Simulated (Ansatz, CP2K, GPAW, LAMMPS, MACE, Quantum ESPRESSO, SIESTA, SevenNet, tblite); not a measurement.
# CP2K runs on amorphous carbon (64 atoms)

How do the settings of CP2K change the result for amorphous carbon (64 atoms)? A plane-wave run serves as the yardstick.

Program: CP2K 2026.2. Level of theory: the method is named at each step. Results are calculated unless marked as measured.

## Step 1: The structure

The cell holds 64 atoms: 64 C. Cell: a = 7.590 Å, b = 7.590 Å, c = 7.590 Å, α = 90.0°, β = 90.0°, γ = 90.0°. 64 atoms (64 C) placed at random at 2.92 g/cm³, melted at 6000 K for 10 ps at fixed volume with the Tersoff potential (Tersoff, Phys. Rev. B 39, 5566 (1989)). Quenched from 6000 K to 300 K at 100 K/ps and fixed volume, held 5 ps, then minimised at fixed cell.

The yardstick, on the same geometry:

* method: Kohn-Sham DFT, PBE, PAW, plane waves (Ansatz 0.2.0); cutoff 420 eV, Γ point, fermi-dirac smearing of 0.05 eV; PAW set soft_2
* r.m.s. force component: 1.256 eV/Å
* longest force: 5.071 eV/Å
* pressure: -7.388 GPa
* SCF cycles: 11
* time: 4.1 s on 4 threads of Arm Neoverse V1, shared host
* CPU time: 14 s

## Step 2: PBE, DZVP-MOLOPT-SR, 450/50 Ry, diagonalisation

Method: Kohn-Sham DFT, PBE, GTH-PBE pseudopotentials, Gaussian and plane waves, DZVP-MOLOPT-SR-GTH, diagonalisation.

Input file input.inp:

```
&GLOBAL
  PROJECT cell
  RUN_TYPE ENERGY_FORCE
  PRINT_LEVEL LOW
&END GLOBAL
&FORCE_EVAL
  METHOD QS
  STRESS_TENSOR ANALYTICAL
  &DFT
    BASIS_SET_FILE_NAME BASIS_MOLOPT
    POTENTIAL_FILE_NAME GTH_POTENTIALS
    &MGRID
      CUTOFF 450
      REL_CUTOFF 50
    &END MGRID
    &QS
      EPS_DEFAULT 1.0E-12
    &END QS
    &SCF
      SCF_GUESS ATOMIC
      EPS_SCF 5.0E-06
      MAX_SCF 200
      ADDED_MOS 28
      &DIAGONALIZATION
        ALGORITHM STANDARD
      &END DIAGONALIZATION
      &SMEAR ON
        METHOD FERMI_DIRAC
        ELECTRONIC_TEMPERATURE [K] 580
      &END SMEAR
      &MIXING
        METHOD BROYDEN_MIXING
        ALPHA 0.15
        NBROYDEN 12
      &END MIXING
      &PRINT
        &RESTART OFF
        &END RESTART
      &END PRINT
    &END SCF
    &XC
      &XC_FUNCTIONAL PBE
      &END XC_FUNCTIONAL
    &END XC
    &PRINT
      &MULLIKEN ON
      &END MULLIKEN
      &HIRSHFELD ON
        SHAPE_FUNCTION DENSITY
      &END HIRSHFELD
      &MO ON
        EIGENVALUES T
        OCCUPATION_NUMBERS T
        MO_INDEX_RANGE 117 140
        &EACH
          QS_SCF 0
        &END EACH
        ADD_LAST NUMERIC
      &END MO
    &END PRINT
  &END DFT
  &SUBSYS
    &CELL
      A 7.59030 0.00000 0.00000
      B 0.00000 7.59030 0.00000
      C 0.00000 0.00000 7.59030
    &END CELL
    &COORD
      SCALED
      C 0.83466 0.91928 0.71452
      C 0.87226 0.18332 0.50226
      C 0.52196 0.75401 0.63807
      C 0.39522 0.23812 0.98117
      C 0.61259 0.65078 0.94456
      C 0.20368 0.46720 0.17574
      C 0.84238 0.67247 0.51879
      C 0.74571 0.09433 0.10113
      C 0.36756 0.24992 0.78106
      C 0.53495 0.35500 0.07354
      C 0.19499 0.51728 0.62127
      C 0.85198 0.03839 0.38158
      C 0.36478 0.76883 0.50936
      C 0.62416 0.63810 0.23547
      C 0.26679 0.12290 0.08360
      C 0.29431 0.88733 0.85153
      C 0.61390 0.94811 0.09812
      C 0.18346 0.70899 0.58267
      C 0.76307 0.49188 0.51217
      C 0.96285 0.80924 0.82223
      C 0.17431 0.07927 0.39456
      C 0.15612 0.20893 0.53203
      C 0.94294 0.86311 0.00789
      C 0.52406 0.12224 0.69611
      C 0.90629 0.37072 0.42912
      C 0.94302 0.73372 0.14776
      C 0.68245 0.93958 0.42172
      C 0.70524 0.27845 0.13765
      C 0.58646 0.84381 0.26729
      C 0.06668 0.78600 0.27919
      C 0.26047 0.78542 0.18020
      C 0.55643 0.08784 0.48866
      C 0.48157 0.90933 0.77890
      C 0.50973 0.55446 0.08290
      C 0.44570 0.38350 0.38552
      C 0.59126 0.84374 0.93287
      C 0.03236 0.70873 0.45652
      C 0.06311 0.18325 0.02199
      C 0.05740 0.50263 0.92300
      C 0.39647 0.81751 0.32228
      C 0.04221 0.17363 0.81766
      C 0.51352 0.54843 0.69558
      C 0.80982 0.59527 0.18034
      C 0.86384 0.40211 0.20365
      C 0.14720 0.81322 0.74705
      C 0.11858 0.39197 0.48444
      C 0.46659 0.19460 0.35679
      C 0.59816 0.51350 0.38859
      C 0.68888 0.43536 0.69683
      C 0.74685 0.55816 0.84369
      C 0.92120 0.04587 0.05701
      C 0.31479 0.60085 0.07899
      C 0.34536 0.46136 0.74738
      C 0.25605 0.43128 0.34994
      C 0.72146 0.82021 0.57541
      C 0.23961 0.55258 0.90021
[... 4 atom lines left out ...]
      C 0.03179 0.37764 0.08749
      C 0.26817 0.93123 0.03505
      C 0.86460 0.13074 0.70983
      C 0.69157 0.23326 0.73773
    &END COORD
    &KIND C
      BASIS_SET DZVP-MOLOPT-SR-GTH-q4
      POTENTIAL GTH-PBE-q4
    &END KIND
  &END SUBSYS
  &PRINT
    &FORCES ON
    &END FORCES
    &STRESS_TENSOR ON
    &END STRESS_TENSOR
  &END PRINT
&END FORCE_EVAL
```

On the command line:

```bash
OMP_NUM_THREADS=2 cp2k.psmp -i input.inp > output.txt
```

Numbers of over 12 decimals in the logs are rounded to 6 here.

What it wrote:

```text
CP2K| version string:                                       CP2K version 2026.2
 CP2K| Input file name                                                 input.inp
 GLOBAL| Basis set file name                                        BASIS_MOLOPT
 GLOBAL| Potential file name                                      GTH_POTENTIALS
 GLOBAL| Run type                                                   ENERGY_FORCE
 GLOBAL| Total number of message passing processes                             1
 GLOBAL| Number of threads for this process                                    2
 TOTAL NUMBERS AND MAXIMUM NUMBERS
  Total number of            - Atomic kinds:                                   1
                             - Atoms:                                         64
                             - Shell sets:                                    64
                             - Shells:                                       320
                             - Primitive Cartesian functions:                320
                             - Cartesian basis functions:                    896
                             - Spherical basis functions:                    832
  Maximum angular momentum of- Orbital basis functions:                        2
                             - Local part of the GTH pseudopotential:          2
                             - Non-local part of the GTH pseudopotential:      0
 SCF PARAMETERS         Density guess:                                    ATOMIC
                        max_scf:                                             200
                        eps_scf:                                        5.00E-06
                        added MOs                                        28    0
                        Mixing method:                            BROYDEN_MIXING
                                                charge density mixing in g-space
                        Smear method:                                FERMI_DIRAC
                        Electronic temperature [K]:                        580.0
                        Electronic temperature [a.u.]:                  1.84E-03
                        Accuracy threshold:                             1.00E-10
 Extrapolation method: initial_guess
 Number of electrons:                                                        256
 Number of occupied orbitals:                                                128
 Number of molecular orbitals:                                               156
 Number of orbital functions:                                                832
 Number of independent orbital functions:                                    832
 SCF WAVEFUNCTION OPTIMIZATION
  Step     Update method      Time    Convergence         Total energy    Change
     1 NoMix/Diag. 0.15E+00    4.7     0.93629097      -362.6582066321 -3.63E+02
     2 Broy./Diag. 0.15E+00    6.5     0.09134679      -352.3066569251  1.04E+01
     3 Broy./Diag. 0.15E+00    6.5     0.10858779      -356.2084304954 -3.90E+00
     4 Broy./Diag. 0.15E+00    6.5     0.08994448      -360.0566842809 -3.85E+00
[...]
18 Broy./Diag. 0.15E+00    6.6     0.00000507      -362.1447657381 -1.76E-04
    19 Broy./Diag. 0.15E+00    6.6     0.00000377      -362.1448453202 -7.96E-05
  *** SCF run converged in    19 steps ***
  Electronic density on regular grids:       -255.9999999999        0.0000000001
  Core density on regular grids:              255.9999999998       -0.0000000002
  Total charge density on r-space grids:       -0.0000000001
  Total charge density g-space grids:          -0.0000000001
  Overlap energy of the core charge distribution:               2.74901e-06
  Self energy of the core charge distribution:               -853.440507
  Core Hamiltonian energy:                                    264.074182
  Hartree energy:                                             338.418774
  Exchange-correlation energy:                               -111.189182
  Electronic entropic energy:                                  -0.00811398
  Fermi energy:                                                 0.345028
  Total energy:                                              -362.144845
  Total energy (extrapolated to T->0):                       -362.140788
 MO| EIGENVALUES AND OCCUPATION NUMBERS
 MO|
 MO|  Index      Eigenvalue [a.u.]        Eigenvalue [eV]             Occupation
 MO|    117               0.265874               7.234792               2.000000
 MO|    118               0.274819               7.478200               2.000000
 MO|    119               0.282632               7.690805               2.000000
[...]
MO|    139               0.396885              10.799780               0.000000
 MO|    140               0.406974              11.074335               0.000000
 MO| Sum:                                                             256.000000
 MO| E(Fermi):            0.345028 a.u.          9.388676 eV
 !-----------------------------------------------------------------------------!
                     Mulliken Population Analysis
 #  Atom  Element  Kind  Atomic population                           Net charge
       1     C        1          3.939961                              0.060039
       2     C        1          3.955215                              0.044785
       3     C        1          4.027026                             -0.027026
[...]
63     C        1          4.067425                             -0.067425
      64     C        1          3.937032                              0.062968
 # Total charge                            256.000000                  0.000000
 !-----------------------------------------------------------------------------!
 !-----------------------------------------------------------------------------!
                           Hirshfeld Charges
  #Atom  Element  Kind  Ref Charge     Population                    Net charge
      1       C      1       4.000          4.012                        -0.012
      2       C      1       4.000          3.986                         0.014
      3       C      1       4.000          3.983                         0.017
[...]
63       C      1       4.000          3.982                         0.018
     64       C      1       4.000          3.985                         0.015
  Total Charge                                                           -0.000
 !-----------------------------------------------------------------------------!
 ENERGY| Total FORCE_EVAL ( QS ) energy [hartree]           -362.145011
 FORCES| Atomic forces [hartree/bohr]
 FORCES|   Atom     x               y               z               |f|
 FORCES|      1 -2.05887714E-02  1.13893734E-02 -8.03042972E-04   2.35427316E-02
 FORCES|      2  5.06594904E-02  1.80440055E-02  2.28191189E-02   5.84181675E-02
 FORCES|      3 -1.73013956E-02  3.19667056E-03 -2.34021075E-02   2.92782450E-02
[...]
FORCES|     63 -1.75521894E-03 -1.82808810E-02 -3.90037104E-03   1.87745652E-02
 FORCES|     64 -5.42740978E-03 -2.18900052E-02 -3.13532813E-02   3.86219801E-02
 FORCES| Sum     2.99138595E-05 -6.66572303E-05 -2.69187914E-05
 FORCES| Total atomic force                                       7.78629994E-05
 STRESS| Analytical stress tensor [bar]
 STRESS|                        x                   y                   z
 STRESS|      x       -1.25198642548E+05  -3.58566487604E+04  -1.58830594815E+04
 STRESS|      y       -3.58566487604E+04  -7.49986697147E+04  -1.68688025097E+04
 STRESS|      z       -1.58830594815E+04  -1.68688025097E+04   4.71242340353E+03
 STRESS| 1/3 Trace                                            -6.51616296196E+04
```

Wall time 2.5 min (2 threads of Arm Neoverse V1, shared host); peak memory 1 GiB; 4.8 min of CPU time.

Banners, paths, timers and routine set-up lines are dropped from the logs unmarked, and long logs keep their key lines alone; longer cuts are marked.

Numbers from this run, and their distance from the reference:

* r.m.s. force component: 1.273 eV/Å
* r.m.s. difference of force components: 26.97 meV/Å
* longest difference of force vectors: 93.52 meV/Å
* force difference over r.m.s. force: 2.147 %
* slope of forces against the reference's: 1.013
* correlation of force components: 0.9999
* pressure: -6.516 GPa
* pressure difference: 0.8721 GPa

Local excerpt of 9 atoms (numbers count through the whole input) about C21, whose charge lies farthest from its element's mean; x, y, z are measured from there.

```
atom      x      y      z  distance (Å)  bonds  Hirshfeld charge (e)     Fx     Fy  Fz (eV/Å)
 C21   0.00   0.00   0.00          0.00      3                 -0.04  -0.45   0.21      -2.04
 C57   1.03   0.28  -0.90          1.40      3                  0.01  -1.61   0.68       0.10
 C59  -1.10  -0.82  -0.42          1.44      3                  0.00  -0.72  -0.07       1.52
 C22  -0.14   0.98   1.04          1.44      3                 -0.01  -1.88  -2.52       0.55
 C47   2.22   0.88  -0.29          2.40      3                 -0.01  -1.04   1.68       3.27
 C12  -2.45  -0.31  -0.10          2.47      3                  0.01   1.24  -2.00       0.79
 C15   0.70   0.33  -2.36          2.48      4                 -0.01   0.15  -1.12      -1.17
 C46  -0.42   2.37   0.68          2.51      4                  0.00   0.62   0.46      -0.17
 C58   0.17   0.74   2.40          2.52      3                 -0.01  -3.69   1.20       3.29
```

Forces lie 2.1 % from the reference's, at 21 times its CPU time (on 2 against 4 cores).

## Step 3: PBE, SZV-MOLOPT-SR, 450/50 Ry, diagonalisation

Method: Kohn-Sham DFT, PBE, GTH-PBE pseudopotentials, Gaussian and plane waves, SZV-MOLOPT-SR-GTH, diagonalisation.

Changes to input.inp since step 2:

```diff
@@ -67,8 +67,8 @@
     &END CELL
-    &COORD
-      SCALED
-[... 64 atom lines left out: the same atoms as in the first run ...]
-    &END COORD
+    &TOPOLOGY
+      COORD_FILE_NAME structure.xyz
+      COORD_FILE_FORMAT XYZ
+    &END TOPOLOGY
     &KIND C
-      BASIS_SET DZVP-MOLOPT-SR-GTH-q4
+      BASIS_SET SZV-MOLOPT-SR-GTH-q4
       POTENTIAL GTH-PBE-q4
```

Input file structure.xyz:

```xyz
64

C 6.33532 6.97761 5.42342
C 6.62072 1.39145 3.81230
C 3.96183 5.72316 4.84314
C 2.99984 1.80740 7.44737
C 4.64974 4.93962 7.16949
C 1.54599 3.54619 1.33392
C 6.39392 5.10425 3.93777
C 5.66016 0.71599 0.76761
C 2.78989 1.89697 5.92848
C 4.06043 2.69456 0.55819
C 1.48003 3.92631 4.71563
C 6.46678 0.29139 2.89631
C 2.76879 5.83565 3.86620
C 4.73756 4.84337 1.78729
C 2.02502 0.93285 0.63455
C 2.23390 6.73510 6.46337
C 4.65969 7.19644 0.74476
C 1.39252 5.38145 4.42264
C 5.79193 3.73352 3.88752
C 7.30832 6.14237 6.24097
[... 40 atom lines left out ...]
C 0.24130 2.86640 0.66408
C 2.03549 7.06832 0.26604
C 6.56257 0.99236 5.38782
C 5.24922 1.77051 5.59959
```

On the command line:

```bash
OMP_NUM_THREADS=1 cp2k.psmp -i input.inp > output.txt
```

What it wrote:

```text
CP2K| version string:                                       CP2K version 2026.2
 CP2K| Input file name                                                 input.inp
 GLOBAL| Basis set file name                                        BASIS_MOLOPT
 GLOBAL| Potential file name                                      GTH_POTENTIALS
[... lines left out ...]
 Number of electrons:                                                        256
[... lines left out ...]
  Step     Update method      Time    Convergence         Total energy    Change
[... lines left out ...]
  *** SCF run converged in    22 steps ***
[... lines left out ...]
  Fermi energy:                                                 0.384785
  Total energy:                                              -360.464029
  Total energy (extrapolated to T->0):                       -360.460604
[... lines left out ...]
 MO| E(Fermi):            0.384785 a.u.         10.470532 eV
[... lines left out ...]
 ENERGY| Total FORCE_EVAL ( QS ) energy [hartree]           -360.464009
[... lines left out ...]
 FORCES|      1 -2.43187362E-02  1.43560148E-02  1.71323936E-03   2.82918942E-02
 FORCES|      2  6.47513110E-02  2.07688462E-02  2.35418511E-02   7.19603779E-02
 FORCES|      3 -1.54411321E-02  3.61332357E-03 -2.34496847E-02   2.83085214E-02
[...]
FORCES|     63 -2.45120678E-03 -2.65210754E-02  4.85243476E-03   2.70725318E-02
 FORCES|     64 -2.36230255E-03 -1.44043094E-02 -3.71297850E-02   3.98959338E-02
 FORCES| Sum    -1.96012034E-05  7.22164670E-06  5.04535475E-05
 FORCES| Total atomic force                                       5.46069575E-05
 STRESS| Analytical stress tensor [bar]
 STRESS|                        x                   y                   z
 STRESS|      x       -7.37144137863E+04  -4.75939997803E+04  -1.65152406373E+04
 STRESS|      y       -4.75939997803E+04   8.93637617876E+03  -1.48087138288E+04
 STRESS|      z       -1.65152406373E+04  -1.48087138288E+04   1.00427315957E+05
 STRESS| 1/3 Trace                                             1.18830927832E+04
```

Elapsed: 2.5 min, on 1 thread; peak memory 0.95 GiB.

Numbers from this run, and their distance from the reference:

```
r.m.s. force component                  : 1.699 eV/Å
r.m.s. difference of force components   : 525.2 meV/Å
longest difference of force vectors     : 2074 meV/Å
force difference over r.m.s. force      : 41.81 %
slope of forces against the reference's : 1.327
correlation of force components         : 0.9813
pressure                                : 1.188 GPa
pressure difference                     : 8.577 GPa
```

This is a coarse setting, run to see what it loses.

Against the first run (2.1 %), the force difference from the reference is 42 %, at 0.52 times the CPU time (on 1 against 2 cores), with 256 basis functions against 832: the smaller basis costs accuracy.

[end of part 1 of 3]

[Also dropped from logs without a mark: logging warnings of Python, and SIESTA's first energy breakdown and zero terms.]

[Logs are printed without paths, hosts, clocks, repeated set-up lines and the standing remarks that a program may print on its own settings, such as how far it seeks lower states.]

[Hosts, paths, dates, database ids (printed as entryN), source tags and the programs' standing remarks are cut or masked in the printed files.]
